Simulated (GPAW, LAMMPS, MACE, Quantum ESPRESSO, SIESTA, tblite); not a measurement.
**Codes compared on glassy 44SiO2-56MgO (mol %) (83 atoms)**

How near do other programs and methods come to a plane-wave reference for glassy 44SiO2-56MgO (mol %) (83 atoms)? A plane-wave run serves as the reference.

Calculated with Quantum ESPRESSO 7.5; Kohn-Sham DFT, PBE, SSSP efficiency 1.3.0 pseudopotentials, plane waves.

### 1. The starting structure

The cell holds 83 atoms: 15 Si, 19 Mg and 49 O. Cell: a = 10.182 Å, b = 10.182 Å, c = 10.182 Å, α = 90.0°, β = 90.0°, γ = 90.0°. 83 atoms (15 Si, 19 Mg, 49 O) placed at random at 2.56 g/cm³, melted at 4000 K for 10 ps at fixed volume with the Morse and Coulomb pair potential with partial charges (Pedone, Malavasi, Menziani, Cormack and Segre, J. Phys. Chem. B 110, 11780 (2006)). Quenched from 4000 K to 300 K at 30 K/ps and fixed volume, held 10 ps at zero pressure.

### 2. The reference run

Contents of pw.in:

```
&control
  calculation = 'scf'
  pseudo_dir = './pseudo'
  outdir = './tmp'
  disk_io = 'none'
  tprnfor = .true.
  tstress = .true.
/
&system
  ibrav = 0
  nat = 83
  ntyp = 3
  ecutwfc = 60
  ecutrho = 480
  nosym = .true.
  occupations = 'smearing'
  smearing = 'fd'
  degauss = 0.003675
/
&electrons
  conv_thr = 4.1e-07
  electron_maxstep = 100
  mixing_beta = 0.4
  mixing_mode = 'plain'
  diagonalization = 'david'
/
ATOMIC_SPECIES
Si 28.085 Si.upf
Mg 24.305 Mg.upf
O 15.999 O.upf
CELL_PARAMETERS angstrom
10.18214 0.00000 0.00000
0.00000 10.18214 0.00000
0.00000 0.00000 10.18214
ATOMIC_POSITIONS crystal
Si 0.28613 0.87242 0.93756
Si 0.06020 0.93136 0.11459
Si 0.75041 0.57867 0.78979
Si 0.52087 0.21796 0.77796
Si 0.45287 0.09999 0.04147
Si 0.76596 0.08167 0.29481
Si 0.24525 0.28507 0.69509
Si 0.25009 0.50000 0.47460
Si 0.99918 0.45078 0.19073
Si 0.17040 0.46526 0.94277
Si 0.73917 0.59822 0.48523
Si 0.29341 0.92111 0.42457
[... 67 atom lines left out ...]
O 0.56746 0.82482 0.64548
O 0.08751 0.07975 0.12893
O 0.78381 0.46295 0.42449
O 0.45127 0.94758 0.40530
K_POINTS gamma
```

Started as:

```console
OMP_NUM_THREADS=1 mpirun -np 2 pw.x -in pw.in > output.txt
```

The program printed:

```text
Program PWSCF
     gamma-point specific algorithms are used
     Parallelization info
     sticks:   dense  smooth     PW     G-vecs:    dense   smooth      PW
     Min        7067    3544    879               632517   223755   27901
     Max        7070    3545    886               632522   223756   27902
     Sum       14137    7089   1765              1265039   447511   55803
     bravais-lattice index     =            0
     lattice parameter (alat)  =      19.2415  a.u.
     unit-cell volume          =    7123.8340 (a.u.)^3
     number of atoms/cell      =           83
     number of atomic types    =            3
     number of electrons       =       392.00
     number of Kohn-Sham states=          235
     kinetic-energy cutoff     =      60.0000  Ry
[... lines left out ...]
     scf convergence threshold =      4.1E-07
[... lines left out ...]
     number of k points=     1  Fermi-Dirac smearing, width (Ry)=  0.0037
[... lines left out ...]
     total energy              =   -2855.20658472 Ry
[... lines left out ...]
     total energy              =   -2860.43443177 Ry
[... lines left out ...]
     total energy              =   -2860.45016227 Ry
[... lines left out ...]
     total energy              =   -2860.50517914 Ry
[... lines left out ...]
     total energy              =   -2860.50518124 Ry
[... lines left out ...]
   -14.7935 -14.7260 -14.7010 -14.6656 -14.5638 -14.5010 -14.4609 -14.3986
[...]
10.7644  10.8415  10.9437  11.0159  11.0900  11.1515  11.2073  11.2802
    11.3683  11.4274  11.5758  11.6106  11.6612  11.7221  11.7721  11.8430
    11.9010  11.9383  12.0142
     the Fermi energy is     5.0063 ev
!    total energy              =   -2860.50518151 Ry
     estimated scf accuracy    <       0.00000006 Ry
     smearing contrib. (-TS)   =      -0.00000000 Ry
     internal energy E=F+TS    =   -2860.50518151 Ry
     The total energy is F=E-TS. E is the sum of the following terms:
     one-electron contribution =    -963.41258741 Ry
     hartree contribution      =     706.69744648 Ry
     xc contribution           =    -498.82403325 Ry
     ewald contribution        =   -1045.01568760 Ry
     one-center paw contrib.   =   -1059.95031972 Ry
     convergence has been achieved in  12 iterations
     negative rho (up, down):  5.418E-07 0.000E+00
     Forces acting on atoms (cartesian axes, Ry/au):
     atom    1 type  1   force =    -0.05693816    0.09647702    0.01191773
     atom    2 type  1   force =    -0.06478264   -0.01533679   -0.11821247
     atom    3 type  1   force =     0.02059525   -0.14025081   -0.08739284
[...]
atom   82 type  3   force =     0.05513579   -0.09879284   -0.01851270
     atom   83 type  3   force =     0.01591816   -0.03292379    0.00474725
     Total force =     0.874698     Total SCF correction =     0.000536
     Computing stress (Cartesian axis) and pressure
     negative rho (up, down):  5.418E-07 0.000E+00
          total   stress  (Ry/bohr**3)                   (kbar)     P=       52.29
   0.00033037  -0.00000352   0.00015753           48.60       -0.52       23.17
  -0.00000352   0.00038700   0.00000583           -0.52       56.93        0.86
   0.00015753   0.00000583   0.00034909           23.17        0.86       51.35
     Message from routine punch:
     Nothing written, as per user request (disk_io='none')
```

Run time: 3.9 min. Hardware: 2 MPI ranks of Arm Neoverse V1, shared host; peak memory 3 GiB; 7.9 min of CPU time.

Banners, paths, timers and routine set-up lines are dropped from the logs unmarked, and long logs keep their key lines alone; longer cuts are marked.

Numbers from this run:

| Property | Result |
| --- | --- |
| r.m.s. force component | 1.425 eV/Å |
| longest force | 6.188 eV/Å |
| pressure | 5.229 GPa |
| gap (highest filled to lowest empty level) | 3.319 eV |

### 3. Structure statistics

Density 2.62 g/cm³, 12.72 Å³ an atom.

g(r), total and by pair (bins of 0.2 Å):

```tsv
r (Å)	total	O-O	O-Mg	O-Si	Mg-Mg	Mg-Si	Si-Si
1.50	1.25	0.00	0.00	5.90	0.00	0.00	0.00
1.70	1.57	0.00	0.00	7.37	0.00	0.00	0.00
1.90	0.86	0.00	3.20	0.00	0.00	0.00	0.00
2.10	1.24	0.00	4.58	0.00	0.00	0.00	0.00
2.30	0.17	0.00	0.62	0.00	0.00	0.00	0.00
2.50	0.78	2.06	0.21	0.00	0.00	0.00	0.00
2.70	1.07	2.59	0.18	0.00	1.90	0.21	0.00
2.90	0.79	1.27	0.44	0.07	1.66	1.23	0.84
3.10	1.17	1.32	0.38	0.46	1.42	3.63	4.29
3.30	1.07	1.06	0.79	0.62	2.35	2.59	0.36
3.50	1.12	1.01	1.15	0.79	2.25	2.07	0.00
3.70	0.98	0.85	1.02	1.58	0.34	0.56	0.00
3.90	0.89	0.54	1.06	1.56	0.45	0.38	0.98
4.10	1.02	0.60	1.21	1.79	0.96	0.44	0.43
4.30	1.15	0.64	1.76	1.27	1.02	0.80	1.80
4.50	1.02	0.73	1.61	0.87	0.58	0.73	1.68
4.70	1.07	1.21	1.00	1.22	0.65	0.73	0.86
4.90	1.07	1.24	1.06	0.96	0.96	0.79	1.25
```

Bonds by pair of elements; cutoffs follow the first minimum of g(r), held within bounds set by covalent radii, and pairs that aren't listed don't count as bonded (cutoffs were set anew for this text, so counts can differ from the run's own analysis):

```tsv
pair A-B	cutoff (Å)	bonds	mean length (Å)	spread (Å)	shortest (Å)	B about A	A about B
O-Mg	2.48	79	2.06	0.107	1.89	1.61	4.16
O-Si	2.12	60	1.61	0.049	1.51	1.22	4
```

How many atoms have how many bonded neighbours:

```tsv
element	mean	2	3	4	5
Mg	4.16	0	0	16	3
O	2.84	13	31	5	0
Si	4	0	0	15	0
```

Oxygen atoms by the number of network formers (Si, P, Ge, B, Al, As, Ga) bound to them:

```tsv
network formers bound to O	O atoms	per cent
0	3	6.1
1	32	65.3
2	14	28.6
```

Network units: each former by its oxygen neighbours and how many of them bridge to another former:

```tsv
former	O neighbours	bridging O	atoms
Si	4	0	1
Si	4	1	6
Si	4	2	4
Si	4	3	2
Si	4	4	2
```

Rings of the network by King's shortest-path rule, up to 12 atoms, one path for each pair of neighbours; H, halogens, alkali and alkaline-earth atoms are left out, and the last column divides by all other atoms, bonded or not:

```tsv
ring size (atoms)	rings	per network atom
10	1	0.016
```

### 4. The other programs

The programs:
- GPAW 26.7.0: PAW with atomic orbitals (LCAO), plane waves or a real-space grid of spacing h.
- MACE: machine-learned potential, published weights.
- Quantum ESPRESSO 7.5: plane waves; labels (QE) give functional, pseudopotential set and cutoffs of waves/density.
- SIESTA 5.4.2: numerical atomic orbitals, whose automatically made sets are far from complete, with PseudoDojo norm-conserving potentials that we converted to its format (checked against plane waves on the same files for H, C, O, Si, Ge and Ca alone); labels give functional, basis size, energy shift and mesh cutoff.
- tblite 0.8.0: extended tight binding, driven from Python.

All use the same cell and atoms; the electronic-structure runs use the same k-mesh, and an electronic temperature of 580 K (0.05 eV) where levels are smeared.

Differences are against the plane-wave reference, forces as r.m.s. over components; share is that over the reference's r.m.s. force, slope the least-squares factor from reference forces to these. Total energies of different programs have different zeros and aren't compared.

```tsv
run	Δ force, r.m.s. (meV/Å)	share (%)	slope	Δ pressure (GPa)	Δ gap (eV)	cores	CPU time	memory (GiB)
reference	-	-	-	-	-	2	7.9 min	3.0
GPAW PBE, LCAO dzp, h 0.18 Å	347	24.3	1.171	-	-0.162	1	4 min	1.6
GPAW PBE, LCAO dzp, h 0.18 Å, other mixer settings	347	24.3	1.171	-	-0.162	2	5.7 min	1.8
GPAW PBE, LCAO szp(dzp), h 0.18 Å (coarse)	352	24.7	1.161	-	-0.330	1	2.8 min	1.5
MACE MP-0b2 small potential	89.8	6.30	0.960	-0.0332	-	1	7.3 s	0.66
MACE MP-0b3 medium potential	92.1	6.46	0.953	-0.0581	-	1	8.6 s	1.1
MACE MPA-0 medium potential	71.7	5.03	0.971	0.483	-	1	8.6 s	1.1
QE PBE+D3(BJ), sssp-1.3.0-efficiency, 60/480 Ry	6.62	0.464	1.000	-2.28	0	2	7.8 min	3.0
QE PBE, gbrv-1.5, 40/200 Ry	37.7	2.65	0.980	0.231	0.0301	2	4.5 min	1.2
SIESTA PBE, DZ, shift 0.01 Ry, mesh 500 Ry (coarse)	1163	81.6	1.552	6.33	-0.200	2	2.1 min	1.2
SIESTA PBE, DZP, shift 0.01 Ry, mesh 500 Ry	241	16.9	1.107	1.64	-0.159	2	4.5 min	1.9
SIESTA PBE, DZP, shift 0.04 Ry, mesh 500 Ry (coarse)	253	17.7	1.059	-12.4	-0.198	2	2.3 min	1.3
SIESTA PBE, TZP, shift 0.01 Ry, mesh 500 Ry	177	12.5	1.081	0.445	-0.158	4	5.9 min	2.5
tblite GFN1-xTB	532	37.3	0.753	2.89	-	1	4.8 s	0.11
```

Rows marked coarse were listed beforehand as settings not expected to be converged; some can still land near the reference.

Times of the machine-learned potentials are mostly Python's start and the loading of weights.

CPU time is summed over cores on a shared host, where runs went side by side, so it is rough. Symmetry, cutoffs, thresholds, outputs and thread counts weren't matched or tuned between programs; memory under MPI is the largest rank's times the ranks.

Mean charges by element (e), by run and scheme:

```tsv
run	scheme	Si	Mg	O
SIESTA PBE, DZP, shift 0.01 Ry, mesh 500 Ry	Hirshfeld	+0.34	+0.47	-0.28
SIESTA PBE, TZP, shift 0.01 Ry, mesh 500 Ry	Hirshfeld	+0.36	+0.48	-0.29
tblite GFN1-xTB	Mulliken	+0.43	+0.78	-0.43
```

Within one program, basis, potentials and functional, energies share a zero. Each run against its twin at the usual cutoff or grid and solver:

```tsv
run	twin	Δ energy (meV/atom)	Δ force, r.m.s. (meV/Å)	CPU time over the twin's
GPAW PBE, LCAO dzp, h 0.18 Å, other mixer settings	LCAO dzp, h 0.18 Å	0	0.605	1.4 (this twin ran on 1 cores)
```

### 5. Results

- reference r.m.s. force component: 1.43 eV/Å
- nearest in forces: QE PBE+D3(BJ), sssp-1.3.0-efficiency, 60/480 Ry, 0.46 %
- farthest in forces: SIESTA PBE, DZ, shift 0.01 Ry, mesh 500 Ry (coarse), 82 %
- cheapest electronic-structure run beside the reference: tblite GFN1-xTB, 4.8 s of CPU time

**Reading.** PBE on plane waves or a grid with other potentials, cutoffs or grids, coarse settings apart, differs from the reference by 2.6 % (QE PBE, gbrv-1.5, 40/200 Ry) of the r.m.s. force; this holds the reference's own error, so differences of a few per cent don't tell which side is nearer the exact PBE result. The PBE runs in local orbitals, coarse settings apart, differ by 12 % (SIESTA PBE, TZP, shift 0.01 Ry, mesh 500 Ry) to 24 % (GPAW PBE, LCAO dzp, h 0.18 Å); basis, grid and potentials can all enter. Tight binding differs by 37 % (tblite GFN1-xTB); it is another model, with fitted parameters of its own, and the xTB methods hold dispersion. Machine-learned potentials differ by 5.0 % (MACE MPA-0 medium potential) to 6.5 % (MACE MP-0b3 medium potential); they were trained on other programs' data. In the reference's own program, potentials and cutoffs, a change of model alone moves forces by 0.46 % (QE PBE+D3(BJ), sssp-1.3.0-efficiency, 60/480 Ry). Runs with settings chosen to be coarse differ by 18 % (SIESTA PBE, DZP, shift 0.04 Ry, mesh 500 Ry) to 82 % (SIESTA PBE, DZ, shift 0.01 Ry, mesh 500 Ry), their programs' other errors included. Of the electronic-structure runs that take under half the reference's CPU time, SIESTA PBE, DZP, shift 0.04 Ry, mesh 500 Ry comes nearest, at 18 % in 2.3 min against 7.9 min; its pressure misses by -12.4 GPa. GPAW PBE, LCAO dzp, h 0.18 Å stiffens the forces by a factor of 1.17 while following their directions (correlation 0.989); the slopes of the 3 GPAW runs lie between 1.16 and 1.17; the difference isn't even, but is largest on one element. At the same functional, gaps differ from the reference's 3.32 eV by between -0.33 and +0.03 eV. In pressure, SIESTA PBE, DZP, shift 0.04 Ry, mesh 500 Ry misses by -12.4 GPa, at the same functional. Charges hang on model, scheme and program or settings: among these rows the mean for Mg runs from +0.47 to +0.78 e. In the reference: filled and empty levels are parted by 3.32 eV (on the run's k-points); a semilocal functional tends to put such gaps too low. In a disordered cell it changes from sample to sample, and tail or defect levels can set it. In the reference: for some of the pairs, g(r) has its first main peak near 2.6 Å (O-O), 2.0 Å (O-Mg), 1.6 Å (O-Si), 3.2 Å (Mg-Si) and 3.1 Å (Si-Si). Periodic xTB results under one method name differ between programs and library versions. The potentials hold different valence shells: 392 electrons in the reference, 544 in GPAW, 544 in SIESTA and 544 in Quantum ESPRESSO with GBRV; this bears on time and differences. The reference's pressure holds the uncorrected Pulay stress of its 60 Ry basis, so small pressure differences, and their order, may be the reference's own error. Machine-learned potentials mimic data converged in k, so the reference's own k-point error enters their differences. The quench rate of 30 K/ps is many orders above laboratory rates, so the cell is likely richer in defects and strain than a real sample. The network of bonds at the start is that of the classical potential that made the cell, and needn't be the one that DFT or experiment would give. The electronic-structure runs sample only Γ, in a cell whose shortest periodic width is 10 Å.

[Also dropped from logs without a mark: logging warnings of Python, and SIESTA's first energy breakdown and zero terms.]

[Logs are printed without paths, hosts, clocks, repeated set-up lines and the standing remarks that a program may print on its own settings, such as how far it seeks lower states.]

[Hosts, paths, dates, database ids (printed as entryN), source tags and the programs' standing remarks are cut or masked in the printed files.]
